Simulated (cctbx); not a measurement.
# Accept or mend?

Cell a = 8.1340 Å, b = 8.1340 Å, c = 4.7720 Å, α = 90.00°, β = 90.00°, γ = 90.00°; space group P4/mbm (no. 127). The compound is TbSc2Ni9.

The data are simulated with cctbx, not measured: Cu Kα, λ = 1.54184 Å, to d = 0.8 Å, 95 % of the full sphere, strongest reflection 20000 counts, noise from counting, a 2 % proportional error and a noise floor of 2 counts (s.d.); no absorption.

An anisotropic refinement with weights 1/σ² prints:

```text
Rint 0.021, 29 unique reflections to 1.63 A
cycle     R1     wR2    GooF  max shift (A)
   1  0.0083  0.0206   3.276   0.00262
   2  0.0022  0.0056   0.884   0.00000
final R1 0.0022 wR2 0.0056 GooF 0.884  parameters 21  data/parameter 1.4
atom        x        y        z      Ueq    occ   su(xyz)  su(Uiso or U11)
Tb1    0.00000  0.00000  0.00000   0.0100  1.000  0.00000  0.0013
Ni1    0.50000  0.00000  0.50000   0.0235  1.000  0.00000  0.0020
Ni2    0.94330  0.79356  0.50000   0.0156  1.000  0.00016  0.0013
Ni3    0.32562  0.17438  0.23936   0.0166  1.000  0.00039  0.0015
Sc1    0.12292  0.37708  0.00000   0.0160  1.000  0.00019  0.0019
difference map: max 0.04 min -0.04 rms 0.01
Q1    0.2228  0.2772  0.5000    4    0.04  1.47 A from Ni2
Q2    0.0356  0.4644  0.3503    8    0.03  0.82 A from Ni1
Q3    0.0627  0.1863  0.0000    8    0.03  1.60 A from Tb1
Q4    0.0588  0.4412  0.5000    4    0.03  0.68 A from Ni1
Q5    0.1555  0.6555  0.2639    8    0.00  0.25 A from Ni3
```

**Question.** Can this result stand? If not, what is the likely fault?

Mend it. The fault: data cut at low resolution. Against the right model at the same level, R1 goes from 0.0056 to 0.0022 and GooF from 0.93 to 0.88. The atoms are right, but there are too few data for the parameters: R1 flatters and the s.u.s grow. Data per parameter fall from 9.6 to 1.4.

The compound is TbSc2Ni9. The right model at the same level gives:

```text
Rint 0.025, 201 unique reflections to 0.80 A
cycle     R1     wR2    GooF  max shift (A)
   1  0.0242  0.0570   4.228   0.00110
   2  0.0056  0.0125   0.928   0.00000
final R1 0.0056 wR2 0.0125 GooF 0.928  parameters 21  data/parameter 9.6
atom        x        y        z      Ueq    occ   su(xyz)  su(Uiso or U11)
Tb1    0.00000  0.00000  0.00000   0.0103  1.000  0.00000  0.0001
Ni1    0.50000  0.00000  0.50000   0.0240  1.000  0.00000  0.0002
Ni2    0.94348  0.79340  0.50000   0.0163  1.000  0.00004  0.0002
Ni3    0.32580  0.17420  0.23965   0.0162  1.000  0.00006  0.0001
Sc1    0.12305  0.37695  0.00000   0.0166  1.000  0.00004  0.0001
difference map: max 0.30 min -0.24 rms 0.06
Q1    0.1634  0.3366  0.5000    4    0.30  1.37 A from Ni2
Q2    0.0487  0.4513  0.2193    8    0.23  1.35 A from Sc1
Q3    0.0752  0.6725  0.0000    8    0.21  1.40 A from Ni3
Q4    0.0000  0.0000  0.5000    2    0.20  1.74 A from Ni2
Q5    0.1539  0.3461  0.0788    8    0.18  0.52 A from Sc1
Q6    0.0767  0.8646  0.0000    8    0.18  1.27 A from Tb1
```

The model was made for the exercise: a known structure type with other elements put in, its volume estimated, not relaxed; displacement parameters are assumed.

[Middle refinement cycles are left out of these outputs.]

[Logs are printed without paths, hosts, clocks, repeated set-up lines and the standing remarks that a program may print on its own settings, such as how far it seeks lower states.]
